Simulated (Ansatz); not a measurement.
# CeC (Fm-3m): following an unstable mode

Which phase does CeC (Fm-3m) fall into along its unstable mode, and how much energy does it gain?

Program: Ansatz 0.2.0. Level of theory: DFT PBEsol, scalar-relativistic, plane waves, PAW. Results are calculated unless marked as measured.

### Step 1. The structure

It takes space group Fm-3m (No. 225, cubic). The conventional cell has a = 5.125 Å, b = 5.125 Å, c = 5.125 Å, α = 90.00°, β = 90.00°, γ = 90.00°. Nearest to Ce lie 6 C at 2.56 Å. C has 6 Ce at 2.56 Å nearest. Farther neighbours are not listed.

### Step 2. The dispersion

The cell comes from relaxations at this level that are not shown. Stability and thermal properties need the whole zone. Linear response on a 4×4×4 q mesh gives force constants as far as a supercell of that size would.

Contents of input.yaml:

```yaml
crystal:
  lattice:
    - [0.0, 2.5627255829, 2.5627255829]
    - [2.5627255829, 0.0, 2.5627255829]
    - [2.5627255829, 2.5627255829, 0.0]
  atoms:
    - { symbol: Ce, position: [0.0, 0.0, 0.0] }
    - { symbol: C, position: [0.5, 0.5, 0.5] }
kpoints:
  mp_grid: { grid: [16, 16, 16] }
hamiltonian:
  xc: pbesol
scf:
  occupations: { method: methfessel_paxton, width: 0.2 }
output:
  eigenvalues: true
phonons:
  method: dfpt
  qmesh: [4, 4, 4]
  temperatures: { t_max: 1000, t_step: 50 }
  qpath:
    path:
      - [[0.0, 0.0, 0.0], [0.5, 0.0, 0.5], [0.625, 0.25, 0.625]]
      - [[0.375, 0.375, 0.75], [0.0, 0.0, 0.0], [0.5, 0.5, 0.5], [0.5, 0.25, 0.75], [0.5, 0.0, 0.5]]
    npoints: 10
```

Launch:

```sh
$ ansatz run input.yaml --threads 8 --pin off --max-ram 14336MiB --backend cpu --events-out ev --progress --plain --runs-dir out
```

Numbers of over 12 decimals in the logs are rounded to 6 here.

Log:

```text
band count auto-derived: 18 (N_el = 16.0; filled up to band 8; 12 by the electrons, moments and atoms)
Engine: ansatz 0.2.0, x86_64-unknown-linux-gnu
Pseudopotentials: kind: paw
Pseudopotential: Ce, paw, valence charge 12, recommended cutoff 420 eV (normal), Ce.paw.azcp
Pseudopotential: C, paw, valence charge 4, recommended cutoff 420 eV (normal), C.paw.azcp
Functional definition: PBEsol
  exchange = pbesol_x
  correlation = pbesol_c
Crystal: 2 atoms, lattice volume = 33.662 Å³
Basis set: ecut = 420 eV, 645 PW (Γ), exchange–correlation on 50×50×50 points (8 copies of the dense FFT grid, shifted against one another)
Bands: 18, of which v1, the nominal top of the filled ones, is band 8 counted from 1 (7 counted from 0)
Symmetry: 48 space group operations
k-points: 145 of 4096
Non-local potential: Ce, projectors of the file, l = 0: 3, l = 1: 2, l = 2: 2, l = 3: 3
Non-local potential: C, projectors of the file, l = 0: 2, l = 1: 2, l = 2: 1
PAW form: soft (Blöchl's): semilocal exchange-correlation on the pseudo side does not see the compensation charge
PAW frozen core: Ce, regenerated for the run's functional, and the local potential with it (the file was generated under x = pbe(κ = 0.804, μ = 0.219515), c = pbe(β = 0.066725))
PAW frozen core: C, regenerated for the run's functional, and the local potential with it (the file was generated under x = pbe(κ = 0.804, μ = 0.219515), c = pbe(β = 0.066725))
PAW one-centre angular grid: Ce, 590 points (default); XC on 64 Gauss nodes
PAW one-centre angular grid: C, 110 points (default); XC on 64 Gauss nodes
Initial density: superposition of atomic densities (chi_scale 0.1, normalization cell, long waves kept (reshape's long-wave potential 0.00 eV rms))
Initial wavefunctions: pseudopotential atomic-orbital guess
Functional: x = pbesol(κ = 0.804, μ = 0.123457), c = pbesol(β = 0.046)
SCF iter   1: F=—  HF=-6736.907374 eV  |F-HF|=—  |Δ(HF+E_count)|=         —  Δρ=2.46e-1  dr2=1.71e1  ethr=3.10e-3  ⟨swp⟩=5.1  Hψ=12229  notcnv=0
preconditioner: auto → none  [metal: Δε(μ)=0.014 eV  Ē_g=14.386 eV  σ=0.200 eV  W_gap=0.06  n_scr=8 (ndim 8)  ℏωp=23.9 eV  f_vac=0.003  D(μ)=0.36/eV (n_scr^D=0)  sad-step TF]
SCF iter   2: F=—  HF=-6732.627254 eV  |F-HF|=—  |Δ(HF+E_count)|=    4.28e0  S|Δr|=    0.00e0  Δρ=1.36e-1  dr2=5.44e0  ethr=3.10e-3  ⟨swp⟩=3.9  Hψ=7674  notcnv=0  defer=326
SCF iter   3: F=—  HF=-6734.878569 eV  |F-HF|=—  |Δ(HF+E_count)|=    2.25e0  S|Δr|=    0.00e0  Δρ=4.66e-1  dr2=7.61e1  ethr=3.10e-3  ⟨swp⟩=4.0  Hψ=7528  notcnv=0  defer=354  recentre
SCF iter   4: F=—  HF=-6732.802985 eV  |F-HF|=—  |Δ(HF+E_count)|=    2.08e0  S|Δr|=    0.00e0  Δρ=1.27e-1  dr2=4.78e0  ethr=3.10e-3  ⟨swp⟩=4.0  Hψ=7571  notcnv=0  defer=111
SCF iter   5: F=—  HF=-6731.662602 eV  |F-HF|=—  |Δ(HF+E_count)|=    1.14e0  S|Δr|=    0.00e0  Δρ=4.58e-2  dr2=6.73e-1  ethr=3.10e-3  ⟨swp⟩=3.2  Hψ=6959  notcnv=0  defer=252
SCF iter   6: F=—  HF=-6731.621860 eV  |F-HF|=—  |Δ(HF+E_count)|=   4.07e-2  S|Δr|=    0.00e0  Δρ=3.39e-2  dr2=4.04e-1  ethr=3.10e-3  ⟨swp⟩=2.0  Hψ=3811  notcnv=0  defer=253
SCF iter   7: F=—  HF=-6731.588034 eV  |F-HF|=—  |Δ(HF+E_count)|=   3.38e-2  S|Δr|=    0.00e0  Δρ=2.36e-2  dr2=1.94e-1  ethr=2.52e-3  ⟨swp⟩=2.0  Hψ=3335  notcnv=0  defer=253
SCF iter   8: F=—  HF=-6731.571117 eV  |F-HF|=—  |Δ(HF+E_count)|=   1.69e-2  S|Δr|=    0.00e0  Δρ=1.84e-2  dr2=1.21e-1  ethr=1.21e-3  ⟨swp⟩=3.7  Hψ=4988  notcnv=0  defer=253
SCF iter   9: F=—  HF=-6731.568232 eV  |F-HF|=—  |Δ(HF+E_count)|=   2.89e-3  S|Δr|=    0.00e0  Δρ=1.59e-2  dr2=8.90e-2  ethr=7.56e-4  ⟨swp⟩=1.3  Hψ=2687  notcnv=0  defer=213
SCF iter  10: F=—  HF=-6731.559062 eV  |F-HF|=—  |Δ(HF+E_count)|=   9.17e-3  S|Δr|=    0.00e0  Δρ=2.15e-3  dr2=1.61e-3  ethr=5.57e-4  ⟨swp⟩=2.0  Hψ=3185  notcnv=0  defer=213
SCF iter  11: F=—  HF=-6731.558881 eV  |F-HF|=—  |Δ(HF+E_count)|=   1.81e-4  S|Δr|=    0.00e0  Δρ=6.57e-4  dr2=1.46e-4  ethr=1.00e-5  ⟨swp⟩=1.1  Hψ=2449  notcnv=0  defer=210
SCF iter  12: F=—  HF=-6731.558862 eV  |F-HF|=—  |Δ(HF+E_count)|=   1.85e-5  S|Δr|=    0.00e0  Δρ=1.36e-4  dr2=2.79e-6  ethr=9.13e-7  ⟨swp⟩=1.2  Hψ=2464  notcnv=0  defer=210
SCF iter  13: F=—  HF=-6731.558863 eV  |F-HF|=—  |Δ(HF+E_count)|=   1.14e-6  S|Δr|=    0.00e0  Δρ=4.79e-5  dr2=5.96e-7  ethr=1.74e-8  ⟨swp⟩=2.2  Hψ=3137  notcnv=0  defer=210
SCF iter  14: F=—  HF=-6731.558864 eV  |F-HF|=—  |Δ(HF+E_count)|=   2.37e-7  S|Δr|=    0.00e0  Δρ=1.65e-5  dr2=5.99e-8  ethr=3.72e-9  ⟨swp⟩=1.0  Hψ=2596  notcnv=0  defer=210
SCF iter  15: F=—  HF=-6731.558864 eV  |F-HF|=—  |Δ(HF+E_count)|=   1.40e-9  S|Δr|=    0.00e0  Δρ=1.76e-6  dr2=3.82e-10  ethr=3.74e-10  ⟨swp⟩=1.9  Hψ=2994  notcnv=0  defer=210
SCF iter  16: F=—  HF=-6731.558864 eV  |F-HF|=—  |Δ(HF+E_count)|=  1.03e-10  S|Δr|=    0.00e0  Δρ=2.35e-7  dr2=1.56e-11  ethr=2.39e-12  ⟨swp⟩=2.1  Hψ=3595  notcnv=0  defer=210
SCF iter  17: F=-6731.558864 eV  HF=-6731.558864 eV  |F-HF|=1.82e-12  |Δ(HF+E_count)|=  1.82e-12  S|Δr|=    0.00e0  Δρ=6.90e-8  dr2=1.64e-12  ethr=1.00e-12  ⟨swp⟩=9.1  Hψ=11547  notcnv=0
SCF 1 converged in 17 iterations: F = -6731.558864 eV  dr2 = 1.64e-12
  greatest PAW one-centre occupation: 0.985 electrons in one spin orbital (limit 2), on the Ce atom at site 0 (counted from 0), in its partial waves of l = 0
Initial density: read from a saved state, or passed on in memory by an earlier SCF of this step, an earlier step, the calling program or the single point that the run made first
iter 1 solved again at ethr=3.37e-9 eV; its pass at ethr=3.10e-3 eV (dr2=5.40e-7 eV) is discarded
SCF iter   1: F=—  HF=-6731.558864 eV  |F-HF|=—  |Δ(HF+E_count)|=         —  Δρ=1.07e-7  dr2=1.06e-12  ethr=3.37e-9  ⟨swp⟩=3.7  Hψ=21515  notcnv=0
eigensolver tolerance schedule: the retry pair's looser diagonalisation over-reported the residual by 510878.55 of it (diagonalisation noise at 1.25 of the residual, at the tolerance the schedule requests for it); recorded, not acted on — ethr = c·dr2/N_el stays at c = 1.0e-1
preconditioner: auto → none  [metal: Δε(μ)=0.032 eV  Ē_g=10.954 eV  σ=0.200 eV  W_gap=0.13  n_scr=8 (ndim 8)  ℏωp=23.9 eV  f_vac=0.005  D(μ)=1.61/eV (n_scr^D=14)]
SCF iter   2: F=-6731.558864 eV  HF=-6731.558864 eV  |F-HF|=3.64e-12  |Δ(HF+E_count)|=   3.14e-8  S|Δr|=    0.00e0  Δρ=1.03e-7  dr2=1.33e-12  ethr=1.00e-12  ⟨swp⟩=6.8  Hψ=9464  notcnv=0
SCF 2 converged in 2 iterations: F = -6731.558864 eV  dr2 = 1.33e-12
phonons: the bands overlap, so this run is a metal and interpolates without the dipole-dipole term. If the crystal is really an insulator or semiconductor, its LO-TO splitting is missing
NSCF: frozen V_eff on 145 k-points
NSCF: frozen V_eff on 349 k-points
DFPT response loops at q = (0, 0, 0) (fractional): preconditioner auto → Kerker (q_TF=auto, 2.410 Å⁻¹) (partly filled bands, converged f_vac=0.005); β = 1.00, the filter's whole step (`scf.mixing.beta` (0.50) is not read by the response loops under this deck's `scf.mixing.preconditioner`; to damp them name `kerker` or `kerker_dos`, under which they read `scf.mixing.beta`, and type it under 1.00, their step now; both keys bind the ground state too); Broyden in place of MSR1
NSCF: frozen V_eff on 4352 k-points
DFPT response loops at q = (0, 0, 0.25) (fractional): mixed as the last ones told, above
NSCF: frozen V_eff on 2196 k-points
DFPT response loops at q = (0, 0, -0.5) (fractional): mixed as the last ones told, above
NSCF: frozen V_eff on 2320 k-points
DFPT response loops at q = (0, 0.25, 0.25) (fractional): mixed as the last ones told, above
NSCF: frozen V_eff on 8192 k-points
DFPT response loops at q = (0, 0.25, -0.5) (fractional): mixed as the last ones told, above
NSCF: frozen V_eff on 4352 k-points
DFPT response loops at q = (0, 0.25, -0.25) (fractional): mixed as the last ones told, above
NSCF: frozen V_eff on 1242 k-points
DFPT response loops at q = (0, -0.5, -0.5) (fractional): mixed as the last ones told, above
NSCF: frozen V_eff on 2320 k-points
DFPT response loops at q = (0.25, -0.5, -0.25) (fractional): mixed as the last ones told, above
SCF converged after 17 iterations
Stability not checked: this state was not tested for a lower state beside it, because cold or Methfessel-Paxton smearing, or corrected tetrahedra, fill the levels in a way that the test cannot read (fill_not_monotonic; see scf.lower_state_search)
Free energy (F): -6731.558864 eV
Harris-Foulkes:  -6731.558864 eV  (|F-HF|=1.82e-12)
Internal energy: -6731.564139 eV  (E = F + TS)
E sigma→0 (E₀):  -6731.560182 eV
Entropy (-TS):   0.005275 eV (2.638 meV/atom)
Fermi energy:    13.731949 eV
--- Per-component energies (eV) ---
  E_band       = 29.277096
  E_kinetic    = 468.602850
  E_local      = -352.232406  (includes V_loc(G=0)·N_el)
  E_nonlocal   = -29.783670
  E_hartree    = 111.120381
  E_xc         = -274.837731
  E_vxc        = -313.314126  (∫ρ·V_xc dr)
  E_paw        = -5477.255660  (= ΣΔE_a)
  E_vpaw       = 33.763668  (= ΣTr[D̂ρ^β])
  E_aug_tail   = 0.000006  (compensation charges beyond the density's cutoff)
  E_ewald      = -1177.425305
  E_core_change = 0.247396  (= ΣΔE_core)
  E_smearing   = 0.005275  (= −TS)
  E_closure    = 0.000000  (closes the sum)
  Σ components = -6731.558864   (vs F -6731.558864, Δ=0.00e0)
--- Band table (eV; the first three rows and the last of 145) ---
  k-point 0: bands = [... 4 lower, 4.5915, 13.0655, 13.0655, 13.0655, 14.0330, 14.7533, 14.7533, 14.7533, ... 6 higher]
  k-point 1: bands = [... 4 lower, 4.7053, 12.9806, 13.0200, 13.0200, 14.0186, 14.7140, 14.7140, 14.7539, ... 6 higher]
  k-point 2: bands = [... 4 lower, 5.0158, 12.7179, 12.8842, 12.8842, 13.9899, 14.6282, 14.6282, 14.7555, ... 6 higher]
  k-point 144: bands = [... 4 lower, 5.5111, 11.9021, 13.5511, 13.5511, 14.2221, 14.2221, 14.5118, 14.5118, ... 6 higher]
--- Phonons (Γ-DFPT): 2 representative perturbations + reference (Σ response iterations 9) ---
  ASR residual: 3.121e-5 → 0.000e0 eV/Å²; symmetrization residual: 2.493e-7 eV/Å²
  ASR residual per site (eV/Å²): 2.46e-5 3.12e-5
  Γ frequencies (cm⁻¹): 0.00 0.00 0.00 107.83 107.83 107.83
--- Phonons (arbitrary-q DFPT): 8 irreducible q on the 4×4×4 mesh ---
  q = [0.0000, 0.0000, 0.0000] (star 1, of the zone-centre solve; hermiticity 1.05e-6, symmetrization 1.83e-11): -0.00 0.00 0.00 107.83 107.83 107.83
  q = [0.0000, 0.0000, 0.2500] (star 8, 2 solved perturbations on 2176 of 4096 k-point pairs; hermiticity 5.60e-7, symmetrization 5.47e-13): 65.19 65.19 132.58 142.69 142.69 336.25
  q = [0.0000, 0.0000, -0.5000] (star 4, 2 solved perturbations on 1098 of 4096 k-point pairs; hermiticity 4.12e-14, symmetrization 8.60e-14): 101.63 101.63 208.67 218.91 218.91 447.85
  q = [0.0000, 0.2500, 0.2500] (star 6, 4 solved perturbations in 3616 linear systems a pass and spin channel, the states on 1160 of 4096 k-point pairs; hermiticity 1.16e-7, symmetrization 6.68e-14): 77.95 77.95 132.52 171.14 171.14 295.05
  q = [0.0000, 0.2500, -0.5000] (star 24, 4 solved perturbations in 12544 linear systems a pass and spin channel, the states on 4096 of 4096 k-point pairs; hermiticity 1.49e-7, symmetrization 2.22e-13): 105.91 126.81 160.08 180.81 191.65 340.74
  q = [0.0000, 0.2500, -0.2500] (star 12, 4 solved perturbations in 6672 linear systems a pass and spin channel, the states on 2176 of 4096 k-point pairs; hermiticity 9.22e-8, symmetrization 2.41e-13): 102.12 117.71 169.89 183.72 206.21 387.90
  q = [0.0000, -0.5000, -0.5000] (star 3, 4 solved perturbations in 1940 linear systems a pass and spin channel, the states on 621 of 4096 k-point pairs; hermiticity 7.44e-8, symmetrization 1.11e-13): -212.59 108.81 108.81 151.35 151.35 167.49
  q = [0.2500, -0.5000, -0.2500] (star 6, 4 solved perturbations in 3498 linear systems a pass and spin channel, the states on 1160 of 4096 k-point pairs; hermiticity 6.69e-8, symmetrization 1.31e-13): 142.27 144.79 144.79 151.78 151.78 300.50
  sum rule: each row above includes the acoustic sum rule's correction from the zone centre's row sums; it moved no ω² by more than (0.84 cm⁻¹)²
  mesh force constants: q→R imaginary residual 8.58e-19; ASR residual 3.121e-5 → 0.000e0 eV/Å²; symmetrization residual 5.329e-15 eV/Å²
  interpolated dispersion: 62 rows × 6 modes
  density of states and harmonic sums: on the 24×24×24 q-mesh, interpolated from the force constants of a 4×4×4 supercell (no non-analytic term)
  largest difference from the sums on the solved wave vectors: F 1.27e-2 eV, S 1.52e-5 and C_V 4.33e-6 eV/K
  zero-point energy: 0.064626 eV/cell   skipped modes (ω ≤ 0): 35, of them read as no rigid motion or as one in doubt: 32 (6.445e-2 modes/cell left out, lowest -212.59 cm⁻¹)   left out of the sums: 1.08e-2 of the cell's modes: C_V's classical limit lies that fraction below 3 k_B per atom; for a crystal, a wire or a layer, F and S can be off by more, and a phonons.interpolated_qmesh denser along its periods is the remedy for the sampling
```

It took 3.4 min on 8 threads of Intel Xeon 6975P-C (Granite Rapids), shared host; peak memory 5.9 GiB; 24 min of CPU time.

The column dr2 measures how far the density is from self-consistency, as an energy; F and HF (Harris–Foulkes) agree once it is small.

This run has no spin polarisation, although Ce can carry a moment.

This step gave:

```yaml
volume_per_atom: 16.83 Å³
gap_on_the_k_mesh: 0 eV
sum_rule_residual_before_enforcement: 3.12e-5 eV/Å²
lowest_frequency_on_the_path: -212.6 cm⁻¹
point_group: m-3m
highest_frequency_on_the_path_or_at_a_solved_wavevector: 447.9 cm⁻¹
highest_optical_mode_at_the_zone_centre_no_lo_to_term: 107.8 cm⁻¹
lowest_optical_zone_centre_mode: 107.8 cm⁻¹
lowest_mode_on_the_q_mesh_acoustic_modes_at_gamma_apart: -212.6 cm⁻¹
```

Frequencies (cm⁻¹) solved at each irreducible wavevector; negative means imaginary. Frequencies by wavevector, by row:

```
q in reciprocal lattice units  star  mode 1  mode 2  mode 3  mode 4  mode 5  mode 6
                        0 0 0     1       0       0       0   107.8   107.8   107.8
                     0 0 0.25     8    65.2    65.2   132.6   142.7   142.7   336.2
                     0 0 -0.5     4   101.6   101.6   208.7   218.9   218.9   447.9
                  0 0.25 0.25     6      78      78   132.5   171.1   171.1   295.1
                  0 0.25 -0.5    24   105.9   126.8   160.1   180.8   191.7   340.7
                 0 0.25 -0.25    12   102.1   117.7   169.9   183.7   206.2   387.9
                  0 -0.5 -0.5     3  -212.6   108.8   108.8   151.3   151.3   167.5
              0.25 -0.5 -0.25     6   142.3   144.8   144.8   151.8   151.8   300.5
```

Interpolated from a 4×4×4 q mesh. The phonon branches at the labelled points (cm⁻¹):

```
    point  branch 1  branch 2  branch 3  branch 4  branch 5  branch 6
        Γ         0         0         0       108       108       108
  halfway        78        78       132       171       171       295
        X      -213       109       109       151       151       168
  halfway      -162       110       128       154       165       202
        U       109       112       154       160       166       294
jump to K       109       112       154       160       166       294
  halfway        83        88       146       159       177       361
        Γ         0         0         0       108       108       108
  halfway        65        65       133       143       143       336
        L       102       102       209       219       219       448
  halfway       112       126       179       195       213       384
        W       142       145       145       152       152       300
  halfway      -112       119       130       155       163       236
        X      -213       109       109       151       151       168
```

The phonon branches as a text plot (rows in cm⁻¹):

```
    434 |                                      ******
    407 |                                     *      *
    379 |                   ****             *        *
    351 |                  *    *                      *
    324 |                        *          *           *
    296 |      *          *                *             ***
    269 |    ** *        *        **                        **
    241 |   *           *                 *
    214 |        *     *    ***     *          *********      *
    186 |  *    ****       ******        *    **    *****
    159 |    ***  ********** *****           *         **********
    131 | ***  ***     **   ***  *****  *  **        **********
    104 |** ***  ***************  **********   *********      ***
     76 |    ****        *      **  *     * ***             *
     49 |  **                     **     ***
     21 | **                        **  **
     -6 |*                            **
    -34 |         **
    -61 |                                                    *
    -89 |
   -116 |               *
   -144 |                                                     *
   -171 |           *  *
   -199 |            **                                        **
         Γ           X  U|K            Γ         L        W     X
```

Symmetry leaves 8 wavevectors to solve. The lowest mode among them, the acoustic zeros apart, lies at q = (0, -0.5, -0.5) and is imaginary, 212.6i cm⁻¹, so the energy falls along it.

### Step 3. The mode frozen in, largest atomic shift 0 Å

The mode followed lies at q = (0, -0.5, -0.5) with frequency 212.6i cm⁻¹, the softest among the wavevectors solved. At small amplitude the distorted cell has space group no. 129 by a symmetry search on the positions. The undistorted cell that holds it gives the zero of energy on the same k mesh.

System of this step: CeC. Symmetry: Fm-3m, No. 225, cubic system. Conventional cell: a = 5.125 Å, b = 5.125 Å, c = 5.125 Å, α = 90.00°, β = 90.00°, γ = 90.00°. Ce has 6 C at 2.56 Å nearest. C has 6 Ce at 2.56 Å nearest. Farther neighbours are not listed.

Contents of input.yaml:

```yaml
crystal:
  lattice:
    - [0.0, -2.5627255829, -2.5627255829]
    - [0.0, 2.5627255829, -2.5627255829]
    - [5.1254511658, 0.0, 0.0]
  atoms:
    - { symbol: Ce, position: [0.5, 0.5, 0.5] }
    - { symbol: Ce, position: [0.0, 0.0, 0.0] }
    - { symbol: C, position: [0.5, 0.5, 0.0] }
    - { symbol: C, position: [0.0, 0.0, 0.5] }
kpoints:
  mp_grid: { grid: [12, 12, 8] }
hamiltonian:
  xc: pbesol
scf:
  occupations: { method: methfessel_paxton, width: 0.2 }
output:
  forces: true
  stress: true
  eigenvalues: true
```

Log:

```text
[...]
Crystal: 4 atoms, lattice volume = 67.323 Å³
Basis set: ecut = 420 eV, 1297 PW (Γ), exchange–correlation on 50×50×72 points (8 copies of the dense FFT grid, shifted against one another)
Bands: 35, of which v1, the nominal top of the filled ones, is band 16 counted from 1 (15 counted from 0)
Symmetry: 32 space group operations
[...]
k-points: 140 of 1152
[...]
k-point 0: bands = [... 12 lower, 13.0658, 13.0658, 13.4746, 13.4746, 14.0343, 14.3927, 14.4535, 14.5196, ... 15 higher]
  k-point 1: bands = [... 12 lower, 13.0648, 13.0648, 13.4514, 13.4514, 14.0129, 14.1085, 14.4029, 14.5212, ... 15 higher]
  k-point 2: bands = [... 12 lower, 13.0731, 13.1483, 13.2603, 13.3853, 13.3853, 13.9430, 14.4332, 14.5368, ... 15 higher]
  k-point 139: bands = [... 12 lower, 13.5508, 13.5508, 13.5508, 13.5508, 14.2228, 14.2228, 14.2228, 14.2228, ... 15 higher]
[key lines of the parts left out:]
SCF converged after 11 iterations
Free energy (F): -13463.117834 eV
Fermi energy:    13.735094 eV
P = ⅓ Tr σ = -0.0669 GPa (-0.669 kbar)
```

The job ended after 2.1 s (8 threads; peak memory 0.63 GiB).

Numbers from this step:

| Item | Value |
| --- | --- |
| pressure | -0.06688 GPa |
| energy from the undistorted cell | 0 meV/atom |

The run ends at a pressure of -0.07 GPa.

(Part 1 of 3 ends here.)

[Logs are printed without paths, hosts, clocks, repeated set-up lines and the standing remarks that a program may print on its own settings, such as how far it seeks lower states.]

[Hosts, paths, dates, database ids (printed as entryN), source tags and the programs' standing remarks are cut or masked in the printed files.]
